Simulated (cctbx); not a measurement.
## Solving a structure by charge flipping

Cell a = 4.6620 Å, b = 4.6620 Å, c = 11.7970 Å, α = 90.00°, β = 90.00°, γ = 90.00°; space group I4/mmm (no. 139); content Pb4 Pr2 Ti4.

Simulated single-crystal data (cctbx): Mo Kα, λ = 0.71073 Å, to d = 0.7 Å, 95 % of the full sphere, strongest reflection 20000 counts, noise from counting, a 1.5 % proportional error and a noise floor of 4 counts (s.d.); no absorption.

Charge flipping in P1 on normalised amplitudes to 0.8 Å, δ = 1.1 σ, 20 % of the reflections treated as weak, 450 cycles:

```text
cycle      R  skewness
    0  0.527     0.11
   37  0.424     2.94
   74  0.430     2.95
  111  0.417     3.25
  148  0.465     3.27
  185  0.438     3.02
  222  0.447     2.93
  259  0.440     2.88
  296  0.436     3.28
  333  0.425     3.24
  370  0.418     3.31
  407  0.398     3.18
  444  0.417     3.57
origin shift          correlation  skewness
 0.269  0.331  0.010      0.808      1.31
 0.374  0.315  0.009      0.798      5.86
 0.269  0.332  0.200      0.798      1.04
 0.371  0.318  0.196      0.777      4.47
taken: symmetry correlation 0.798, skewness 5.86
peak      x       y       z  mult  height/sigma
Q1    0.0000  0.0000  0.3816    4     17.1
Q2    0.0000  0.0000  0.0000    2     10.1
Q3    0.0000  0.5000  0.2500    4      4.4
Q4    0.2093  0.2093  0.5000    8      1.7
Q5    0.2079  0.2079  0.1156   16      1.4
Q6    0.0000  0.3032  0.5000    8      1.4
Q7    0.0000  0.2694  0.4031   16      1.3
Q8    0.2653  0.2653  0.1906   16      1.1
```

The origin is taken among those within 0.04 of the best correlation, by the skewness of the map.

Run time: 0.36 s on 1 thread of Arm Neoverse V2, with other jobs on the host, peak memory 0.07 GiB.

**Question.** Which peaks are atoms, and which elements?

Heights go roughly as Z and multiplicities must add up to the content. First model: Q1 = Pb1 (4 in the cell, height 17.1), Q2 = Pr1 (2 in the cell, height 10.1) and Q3 = Ti1 (4 in the cell, height 4.4). Against the true structure, Q1 is Pb, Q2 is Pr and Q3 is Ti; the other peaks are not atoms.

Least squares on F², isotropic:

```text
Rint 0.019, 146 unique reflections to 0.70 A
cycle     R1     wR2    GooF  max shift (A)
   1  0.1769  0.3883  37.834   0.04355
   2  0.0046  0.0099   0.963   0.00000
final R1 0.0046 wR2 0.0099 GooF 0.963  parameters 4  data/parameter 36.5
atom        x        y        z      Ueq    occ   su(xyz)  su(Uiso or U11)
Pb1    0.00000  0.00000  0.37791   0.0074  1.000  0.00001  0.0000
Pr1    0.00000  0.00000  0.00000   0.0082  1.000  0.00000  0.0001
Ti1    0.00000  0.50000  0.25000   0.0127  1.000  0.00000  0.0001
difference map: max 0.41 min -0.38 rms 0.09
Q1    0.0000  0.0000  0.2555    4    0.42  1.44 A from Pb1
Q2    0.0000  0.0000  0.4662    4    0.36  1.04 A from Pb1
Q3    0.0000  0.0000  0.1834    4    0.30  2.16 A from Pr1
Q4    0.0000  0.3190  0.2370   16    0.29  0.86 A from Ti1
Q5    0.1238  0.1238  0.4173   16    0.28  0.94 A from Pb1
```

Anisotropic refinement:

```text
Rint 0.019, 146 unique reflections to 0.70 A
cycle     R1     wR2    GooF  max shift (A)
   1  0.0046  0.0099   0.977   0.00002
   2  0.0046  0.0098   0.967   0.00000
final R1 0.0046 wR2 0.0098 GooF 0.967  parameters 7  data/parameter 20.9
atom        x        y        z      Ueq    occ   su(xyz)  su(Uiso or U11)
Pb1    0.00000  0.00000  0.37791   0.0074  1.000  0.00001  0.0000
Pr1    0.00000  0.00000  0.00000   0.0082  1.000  0.00000  0.0001
Ti1    0.00000  0.50000  0.25000   0.0127  1.000  0.00000  0.0002
difference map: max 0.41 min -0.38 rms 0.09
Q1    0.0000  0.0000  0.2572    4    0.43  1.42 A from Pb1
Q2    0.0000  0.0000  0.4672    4    0.33  1.05 A from Pb1
Q3    0.0000  0.3227  0.2368   16    0.29  0.84 A from Ti1
Q4    0.0000  0.0000  0.1835    4    0.29  2.17 A from Pr1
Q5    0.1258  0.1258  0.4168   16    0.28  0.95 A from Pb1
Q6    0.0723  0.0723  0.3355   16    0.27  0.69 A from Pb1
```

**Reading.** The refinement ends at R1 = 0.0046, wR2 = 0.0098, GooF = 0.97, with difference density between -0.38 and 0.41 e/Å³. Every site matches the true model in element, within 0.001 Å r.m.s., up to an allowed shift of origin.

True model:

| atom | mult. | x | y | z | Ueq (Å²) |
| --- | --- | --- | --- | --- | --- |
| Pb1 | 4 | 0 | 0 | 0.3779 | 0.0074 |
| Pr1 | 2 | 0 | 0 | 0 | 0.0082 |
| Ti1 | 4 | 1/2 | 0 | 1/4 | 0.0127 |

The model was made for the exercise: a known structure type with other elements put in, its volume estimated, not relaxed; displacement parameters are assumed.

[Middle refinement cycles are left out of these outputs.]

[Logs are printed without paths, hosts, clocks, repeated set-up lines and the standing remarks that a program may print on its own settings, such as how far it seeks lower states.]
